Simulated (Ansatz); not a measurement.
System: H6PbCNCl3 (Pm).

```
H Pb C N Cl
1.0
     5.75283    0.00000    0.00000
     0.00000    5.76467    0.00000
    -0.00260    0.00000    5.85520
H Pb C N Cl
6 1 1 1 3
Cartesian
  5.0574 2.8823 4.6281
  4.6784 1.9835 0.2775
  4.6784 3.7812 0.2775
  1.3187 2.0425 5.7295
  1.3187 3.7222 5.7295
  0.9829 2.8823 1.2671
  2.7255 0.0000 2.8332
  5.1420 2.8823 5.7196
  0.8337 2.8823 0.2385
  2.4590 0.0000 5.7121
  2.4677 2.8823 3.0449
  5.5896 0.0000 2.5743
```

The cell and positions are those that the Materials Project relaxed with its own functionals (PBE, PBE+U or r2SCAN), kept fixed. Spin-orbit coupling is left out unless a run names it. PAW set soft_2, made with PBE.

Gaps computed with Ansatz 0.2.0 without a self-energy: r2SCAN 2.94 eV, r2SCAN+SOC 1.71 eV and PBE0 3.98 eV.

Q: What gap should G0W0 on r2SCAN give (2×2×2 mesh, 892 empty bands, screening to 160 eV, default PAW files)?

About 4.32 eV: on its mesh the run moves the gap from 2.91 eV by +1.40 eV. Among the scalar-relativistic levels given, PBE0 is nearest (−0.34 eV). Spin-orbit coupling is not in that value; its −1.23 eV at the r2SCAN level would bring it to about 3.08 eV. Bands and cutoff are finite, so the gap is not at the basis limit. The miss can reach some tenths of an eV and take either sign; the mesh is an error of its own. The 2×2×2 mesh is coarse for this cell (its supercell is 12 Å along the shortest edge). The RPA ε∞ on it, from the r2SCAN start, is 3.93, 4.15 and 4.53; such meshes misread the long-range screening, most where the gap is narrow. Where an edge is built on 6p states of lead, bismuth or thallium, scalar-relativistic gaps usually stand too wide, by a few tenths to over one eV. The many-body steps are scalar-relativistic: spin-orbit coupling is not in them.

[Paths, hosts, dates, memory and timing lines, banners, echoed tables and standing remarks are left out of the program output.]

[Logs are printed without paths, hosts, clocks, repeated set-up lines and the standing remarks that a program may print on its own settings, such as how far it seeks lower states.]

[Runs of the session that timed out or met a known fault of the program may be left out.]

[Cells called generated may have been cut or substituted from an entry of the Crystallography Open Database or the Materials Project.]

[Hosts, paths, dates, database ids (printed as entryN), source tags and the programs' standing remarks are cut or masked in the printed files.]
